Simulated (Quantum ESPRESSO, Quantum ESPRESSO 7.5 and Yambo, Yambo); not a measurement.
**Quasiparticle gap of ZrSe3 (P2_1/m) in Yambo**

Aim: the G0W0 gap of ZrSe3 (P2_1/m) on PBEsol, step by step.

Method: PBEsol and many-body steps on it, plane waves, in Quantum ESPRESSO 7.5 and Yambo 5.3.0.

The raw output is cut from this account; settings, times and results stay.

### 1. The structure

The structure is monoclinic, space group P2_1/m (No. 11). The conventional cell has a = 5.411 Å, b = 3.749 Å, c = 9.444 Å, α = 90.00°, β = 97.48°, γ = 90.00°. Nearest to Zr lie 8 Se at 2.72 to 2.87 Å. Nearest to Se lie 4 Zr at 2.72 to 2.87 Å. Se has 1 Se at 2.34 Å and 2 Zr at 2.73 Å nearest. Se has 1 Se at 2.34 Å and 2 Zr at 2.74 Å nearest. Farther neighbours, and contacts between anions beyond the nearest, are not listed.

The cell and positions come from the Crystallography Open Database and are kept as given unless a step says otherwise.

### 2. Ground state

This step: Quantum ESPRESSO 7.5; DFT, PBEsol, plane waves, norm-conserving pseudopotentials.

The ground-state density comes first.

Contents of pw.in:

```
&control
  calculation = 'scf'
  prefix = 'x'
  outdir = 'o'
  pseudo_dir = 'pseudo'
/
&system
  ibrav = 0
  nat = 8
  ntyp = 2
  ecutwfc = 104.0
  nbnd = 92
  force_symmorphic = .true.
/
&electrons
  conv_thr = 1e-10
  electron_maxstep = 80
  mixing_beta = 0.5
/
ATOMIC_SPECIES
  Zr 91.224 Zr.upf
  Se 78.971 Se.upf
CELL_PARAMETERS angstrom
  5.4109000000 -0.0000000000 0.0000000000
  -0.0000000000 3.7488000000 0.0000000000
  -1.2294209091 0.0000000000 9.3636349901
ATOMIC_POSITIONS crystal
  Zr 0.2850000000 0.2500000000 0.6560000000
  Zr 0.7150000000 0.7500000000 0.3440000000
  Se 0.7620000000 0.2500000000 0.5540000000
  Se 0.2380000000 0.7500000000 0.4460000000
  Se 0.4560000000 0.2500000000 0.1740000000
  Se 0.5440000000 0.7500000000 0.8260000000
  Se 0.8880000000 0.2500000000 0.1690000000
  Se 0.1120000000 0.7500000000 0.8310000000
K_POINTS automatic
  4 6 2 0 0 0
```

Run with:

```bash
OMP_NUM_THREADS=1 mpirun -n 8 pw.x -nk 8 -in pw.in > pw.out
```

Elapsed: 2.9 min, on 8 MPI ranks of Intel Xeon 6975P-C (Granite Rapids), shared host; peak memory 3.6 GiB.

Numbers from this step:

- total energy: -57962.0619 eV
- gap: 0.3212 eV
- k of the valence top: 0, 0, 0
- k of the conduction bottom: -0.5, 0.1667, 0
- least direct gap: 0.6027 eV

The gap is indirect, with the least direct gap 0.28 eV higher.

### 3. Bands along the symmetry lines

Levels along a band path, at the cheap level, show where the edges lie and whether the meshes to come will hold them.

Contents of pw.in:

```
&control
  calculation = 'bands'
  prefix = 'x'
  outdir = 'o'
  pseudo_dir = 'pseudo'
/
&system
  ibrav = 0
  nat = 8
  ntyp = 2
  ecutwfc = 104.0
  nbnd = 90
  force_symmorphic = .true.
/
&electrons
  conv_thr = 1e-9
  electron_maxstep = 80
  diago_full_acc = .true.
  diago_thr_init = 5e-6
/
ATOMIC_SPECIES
  Zr 91.224 Zr.upf
  Se 78.971 Se.upf
CELL_PARAMETERS angstrom
  5.4109000000 -0.0000000000 0.0000000000
  -0.0000000000 3.7488000000 0.0000000000
  -1.2294209091 0.0000000000 9.3636349901
ATOMIC_POSITIONS crystal
  Zr 0.2850000000 0.2500000000 0.6560000000
  Zr 0.7150000000 0.7500000000 0.3440000000
  Se 0.7620000000 0.2500000000 0.5540000000
  Se 0.2380000000 0.7500000000 0.4460000000
  Se 0.4560000000 0.2500000000 0.1740000000
  Se 0.5440000000 0.7500000000 0.8260000000
  Se 0.8880000000 0.2500000000 0.1690000000
  Se 0.1120000000 0.7500000000 0.8310000000
K_POINTS crystal
  81
  0.00000000 0.00000000 0.00000000 1
  0.00000000 0.06250000 0.00000000 1
  0.00000000 0.12500000 0.00000000 1
  0.00000000 0.18750000 0.00000000 1
  0.00000000 0.25000000 0.00000000 1
  0.00000000 0.31250000 0.00000000 1
  0.00000000 0.37500000 0.00000000 1
  0.00000000 0.43750000 0.00000000 1
  0.00000000 0.50000000 0.00000000 1
  0.00000000 0.50000000 0.06250000 1
  0.00000000 0.50000000 0.12500000 1
  0.00000000 0.50000000 0.18750000 1
  0.00000000 0.50000000 0.25000000 1
  0.00000000 0.50000000 0.31250000 1
  0.00000000 0.50000000 0.37500000 1
  0.00000000 0.50000000 0.43750000 1
  0.00000000 0.50000000 0.50000000 1
  0.00000000 0.43750000 0.50000000 1
  0.00000000 0.37500000 0.50000000 1
  0.00000000 0.31250000 0.50000000 1
  0.00000000 0.25000000 0.50000000 1
  0.00000000 0.18750000 0.50000000 1
  0.00000000 0.12500000 0.50000000 1
  0.00000000 0.06250000 0.50000000 1
  0.00000000 0.00000000 0.50000000 1
  0.00000000 0.00000000 0.43750000 1
  0.00000000 0.00000000 0.37500000 1
  0.00000000 0.00000000 0.31250000 1
  0.00000000 0.00000000 0.25000000 1
  0.00000000 0.00000000 0.18750000 1
  0.00000000 0.00000000 0.12500000 1
  0.00000000 0.00000000 0.06250000 1
  0.00000000 0.00000000 0.00000000 1
  -0.06250000 0.00000000 0.06250000 1
  -0.12500000 0.00000000 0.12500000 1
  -0.18750000 0.00000000 0.18750000 1
  -0.25000000 0.00000000 0.25000000 1
  -0.31250000 0.00000000 0.31250000 1
  -0.37500000 0.00000000 0.37500000 1
  -0.43750000 0.00000000 0.43750000 1
  -0.50000000 0.00000000 0.50000000 1
  -0.50000000 0.06250000 0.50000000 1
  -0.50000000 0.12500000 0.50000000 1
  -0.50000000 0.18750000 0.50000000 1
  -0.50000000 0.25000000 0.50000000 1
  -0.50000000 0.31250000 0.50000000 1
  -0.50000000 0.37500000 0.50000000 1
  -0.50000000 0.43750000 0.50000000 1
  -0.50000000 0.50000000 0.50000000 1
  -0.43750000 0.50000000 0.43750000 1
  -0.37500000 0.50000000 0.37500000 1
  -0.31250000 0.50000000 0.31250000 1
  -0.25000000 0.50000000 0.25000000 1
  -0.18750000 0.50000000 0.18750000 1
  -0.12500000 0.50000000 0.12500000 1
  -0.06250000 0.50000000 0.06250000 1
  0.00000000 0.50000000 0.00000000 1
  -0.06250000 0.50000000 0.00000000 1
  -0.12500000 0.50000000 0.00000000 1
  -0.18750000 0.50000000 0.00000000 1
  -0.25000000 0.50000000 0.00000000 1
  -0.31250000 0.50000000 0.00000000 1
  -0.37500000 0.50000000 0.00000000 1
  -0.43750000 0.50000000 0.00000000 1
  -0.50000000 0.50000000 0.00000000 1
  -0.50000000 0.43750000 0.00000000 1
  -0.50000000 0.37500000 0.00000000 1
  -0.50000000 0.31250000 0.00000000 1
  -0.50000000 0.25000000 0.00000000 1
  -0.50000000 0.18750000 0.00000000 1
  -0.50000000 0.12500000 0.00000000 1
  -0.50000000 0.06250000 0.00000000 1
  -0.50000000 0.00000000 0.00000000 1
  -0.43750000 0.00000000 0.00000000 1
  -0.37500000 0.00000000 0.00000000 1
  -0.31250000 0.00000000 0.00000000 1
  -0.25000000 0.00000000 0.00000000 1
  -0.18750000 0.00000000 0.00000000 1
  -0.12500000 0.00000000 0.00000000 1
  -0.06250000 0.00000000 0.00000000 1
  0.00000000 0.00000000 0.00000000 1
```

Elapsed: 90 s, on 8 MPI ranks; peak memory 2.6 GiB; 12 min of CPU time.

Numbers from this step:

* gap: 0.3146 eV
* k of the valence top: -0.125, 0, 0
* k of the conduction bottom: -0.5, 0.125, 0
* least direct gap: 0.5952 eV

The gap is 0.315 eV, −0.007 eV from the run before at this level.

The electronic bands at the labelled points (eV, zero at the top of the highest filled band):

| point | band 81 | band 82 | band 83 | band 84 | band 85 | band 86 | band 87 | band 88 |
| --- | --- | --- | --- | --- | --- | --- | --- | --- |
| Γ | -0.69 | -0.58 | -0.11 | 0.00 | 0.66 | 1.04 | 2.67 | 2.87 |
| halfway | -1.29 | -1.23 | -1.03 | -0.89 | 1.78 | 2.00 | 2.71 | 2.83 |
| Z | -1.70 | -1.70 | -1.16 | -1.16 | 2.41 | 2.41 | 2.82 | 2.82 |
| halfway | -1.80 | -1.80 | -1.15 | -1.15 | 2.43 | 2.43 | 2.82 | 2.82 |
| D | -1.91 | -1.91 | -1.15 | -1.15 | 2.44 | 2.44 | 2.82 | 2.82 |
| halfway | -1.23 | -1.10 | -0.99 | -0.91 | 1.63 | 2.22 | 2.67 | 2.88 |
| B | -0.69 | -0.60 | -0.14 | -0.10 | 0.50 | 1.20 | 2.68 | 2.84 |
| halfway | -0.70 | -0.59 | -0.13 | -0.05 | 0.55 | 1.15 | 2.69 | 2.83 |
| Γ | -0.69 | -0.58 | -0.11 | 0.00 | 0.66 | 1.04 | 2.67 | 2.87 |
| halfway | -0.87 | -0.58 | -0.56 | -0.09 | 0.80 | 1.15 | 1.83 | 2.12 |
| A | -1.47 | -0.89 | -0.45 | -0.42 | 0.34 | 0.56 | 1.16 | 1.26 |
| halfway | -1.34 | -1.19 | -1.06 | -0.99 | 0.39 | 0.57 | 2.11 | 2.21 |
| E | -1.67 | -1.67 | -1.42 | -1.42 | 0.58 | 0.58 | 2.54 | 2.54 |
| halfway | -1.56 | -1.56 | -1.28 | -1.28 | 2.27 | 2.27 | 2.43 | 2.43 |
| Z | -1.70 | -1.70 | -1.16 | -1.16 | 2.41 | 2.41 | 2.82 | 2.82 |
| halfway | -1.52 | -1.52 | -1.21 | -1.21 | 2.12 | 2.12 | 2.49 | 2.49 |
| C2 | -1.83 | -1.83 | -1.33 | -1.33 | 0.57 | 0.57 | 2.44 | 2.44 |
| halfway | -1.30 | -1.28 | -1.19 | -1.00 | 0.37 | 0.58 | 2.05 | 2.09 |
| Y2 | -0.97 | -0.56 | -0.38 | -0.30 | 0.33 | 0.67 | 1.14 | 1.23 |
| halfway | -0.57 | -0.51 | -0.38 | -0.06 | 0.85 | 1.10 | 1.84 | 2.17 |
| Γ | -0.69 | -0.58 | -0.11 | 0.00 | 0.66 | 1.04 | 2.67 | 2.87 |

### 4. Empty states on the mesh, 2×4×2 mesh, 236 bands

The sums over transitions need many empty states on a uniform mesh; this step solves for them.

Contents of pw.in:

```
&control
  calculation = 'nscf'
  prefix = 'x'
  outdir = 'o'
  pseudo_dir = 'pseudo'
/
&system
  ibrav = 0
  nat = 8
  ntyp = 2
  ecutwfc = 104.0
  nbnd = 236
  force_symmorphic = .true.
/
&electrons
  conv_thr = 1e-9
  electron_maxstep = 80
  diago_full_acc = .true.
  diago_thr_init = 5e-6
/
ATOMIC_SPECIES
  Zr 91.224 Zr.upf
  Se 78.971 Se.upf
CELL_PARAMETERS angstrom
  5.4109000000 -0.0000000000 0.0000000000
  -0.0000000000 3.7488000000 0.0000000000
  -1.2294209091 0.0000000000 9.3636349901
ATOMIC_POSITIONS crystal
  Zr 0.2850000000 0.2500000000 0.6560000000
  Zr 0.7150000000 0.7500000000 0.3440000000
  Se 0.7620000000 0.2500000000 0.5540000000
  Se 0.2380000000 0.7500000000 0.4460000000
  Se 0.4560000000 0.2500000000 0.1740000000
  Se 0.5440000000 0.7500000000 0.8260000000
  Se 0.8880000000 0.2500000000 0.1690000000
  Se 0.1120000000 0.7500000000 0.8310000000
K_POINTS automatic
  2 4 2 0 0 0
```

Run with:

```bash
OMP_NUM_THREADS=1 mpirun -n 8 pw.x -nk 4 -in pw.in > pw.out
```

It took 69 s on 8 MPI ranks; peak memory 2.5 GiB.

This step gave:

| Item | Value |
| --- | --- |
| gap | 0.3297 eV |
| k of the valence top | 0, 0, 0 |
| k of the conduction bottom | -0.5, 0, 0 |
| least direct gap | 0.6027 eV |
| k points computed | 12 |
| lowest point of the top converged band, above the valence top | 41.98 eV |

On this mesh the gap is 0.330 eV.

### 5. Conversion and set-up

This step: Yambo 5.3.0; conversion and set-up on PBEsol, plane waves, norm-conserving pseudopotentials.

The states are converted to the many-body program's format and the q mesh is built.

Run with:

```bash
(cd o/x.save; p2y > p2y.log; mv SAVE ../..); yambo > setup.log
```

It took 5.9 s on 1 MPI rank; peak memory 0.28 GiB.

### 6. Screening and self-energy, 2×4×2 mesh, 236 bands, screening to 95.2 eV

Now the one-shot GW correction: screening in the RPA, then the self-energy of the levels asked for.

This step: G0W0 on PBEsol, plane waves, norm-conserving pseudopotentials.

Contents of gw1.in:

```
HF_and_locXC
gw0
dyson
ppa
em1d
rim_cut
RandQpts= 1000000
RandGvec= 1 RL
EXXRLvcs= 104 Ry
VXCRLvcs= 416 Ry
Chimod= "HARTREE"
% BndsRnXp
 1 | 236 |
%
NGsBlkXp= 7 Ry
% LongDrXp
 1 | 1 | 1 |
%
% GbndRnge
 1 | 236 |
%
DysSolver= "n"
ExtendOut
PPAPntXp= 27.21138 eV
% QPkrange
 1 | 1 | 83 | 86 |
 7 | 7 | 83 | 86 |
 2 | 2 | 83 | 86 |
%
```

Run with:

```bash
OMP_NUM_THREADS=2 mpirun -n 4 yambo -F gw1.in -J gw1 -C gw1 > gw1.log
```

It took 14 min on 4 MPI ranks; peak memory 14 GiB; 81 min of CPU time.

Read from the output:

```
G0W0 gap on the mesh                         : 0.9189 eV
starting gap on the mesh                     : 0.3297 eV
k of the valence top                         : 0, 0, 0
k of the conduction bottom                   : -0.5, 0, 0
least direct G0W0 gap on the computed points : 1.221 eV
Z at the valence top                         : 0.7942
Z at the conduction bottom                   : 0.7928
```

The gap on the mesh goes from 0.33 eV to 0.92 eV, a correction of +0.59 eV.

Limits: finite bands, cutoff and mesh; no spin-orbit coupling; coarse k mesh. v1 is the top filled band, c1 the lowest empty one. The levels before and after the correction (eV, zero at the valence-band top of each column):

|  | conduction bottom | valence top |
| --- | --- | --- |
| Kohn-Sham | 0.33 | 0.00 |
| G0W0 | 0.92 | 0.00 |

|  | level | energy (eV) |
| --- | --- | --- |
| Kohn-Sham | Γ v2 | -0.110 |
| Kohn-Sham | Γ v1 | 0.000 |
| Kohn-Sham | Γ c1 | 0.661 |
| Kohn-Sham | Γ c2 | 1.044 |
| Kohn-Sham | (-0.5 0 0) v2 | -0.372 |
| Kohn-Sham | (-0.5 0 0) v1 | -0.300 |
| Kohn-Sham | (-0.5 0 0) c1 | 0.330 |
| Kohn-Sham | (-0.5 0 0) c2 | 0.670 |
| G0W0 | Γ v2 | -0.082 |
| G0W0 | Γ v1 | 0.000 |
| G0W0 | Γ c1 | 1.253 |
| G0W0 | Γ c2 | 1.755 |
| G0W0 | (-0.5 0 0) v2 | -0.438 |
| G0W0 | (-0.5 0 0) v1 | -0.354 |
| G0W0 | (-0.5 0 0) c1 | 0.919 |
| G0W0 | (-0.5 0 0) c2 | 1.338 |

### 7. Where the time went

Times are wall times on the hardware named with each run, good to a factor of about two.

| step | time | share | memory (GiB) |
| --- | --- | --- | --- |
| ground state | 2.9 min | 15 % | 3.6 |
| bands along the symmetry lines | 90 s | 8 % | 2.6 |
| empty states on the mesh | 69 s | 6 % | 2.5 |
| conversion and set-up | 5.9 s | 0 % | 0.28 |
| screening and self-energy | 14 min | 71 % | 14 |

### 8. Outcome

```
PBEsol gap           : 0.31 eV, indirect
G0W0 gap on the mesh : 0.92 eV
GW settings          : 2×4×2 mesh, 236 bands, screening to 95.2 eV, Godby-Needs plasmon pole
known limits         : short of the basis limit; no spin-orbit coupling; coarse k mesh
```

**Reading.** G0W0 moves the gap on the mesh from 0.33 eV to 0.92 eV (+0.59 eV), with Z of 0.79 and 0.79 at the edges. The dearest step here is «screening and self-energy». Bands and cutoff are finite, so the gap stands short of the basis limit, usually by up to a few tenths of an eV; the mesh is an error of its own. The 2×4×2 mesh is coarse for this cell, which bears on the long-range parts of exchange and screening. The many-body steps are scalar-relativistic: spin-orbit coupling is not in them.

[Long decimals in the printed logs are rounded to 6 places.]

[Logs are printed without paths, hosts, clocks, repeated set-up lines and the standing remarks that a program may print on its own settings, such as how far it seeks lower states.]

[Paths, hosts, dates, memory and timing lines, banners, echoed tables and standing remarks are left out of the program output; an Ansatz launch command may be rebuilt from the run's recorded settings. Measured values are a selection of at most five: reports struck by readers or far from the other reports are left out. None is set beside runs whose start may be inverted or whose files or cutoffs have a known fault.]

[Runs of the session that timed out or met a known fault of the program may be left out.]

[Hosts, paths, dates, database ids (printed as entryN), source tags and the programs' standing remarks are cut or masked in the printed files.]
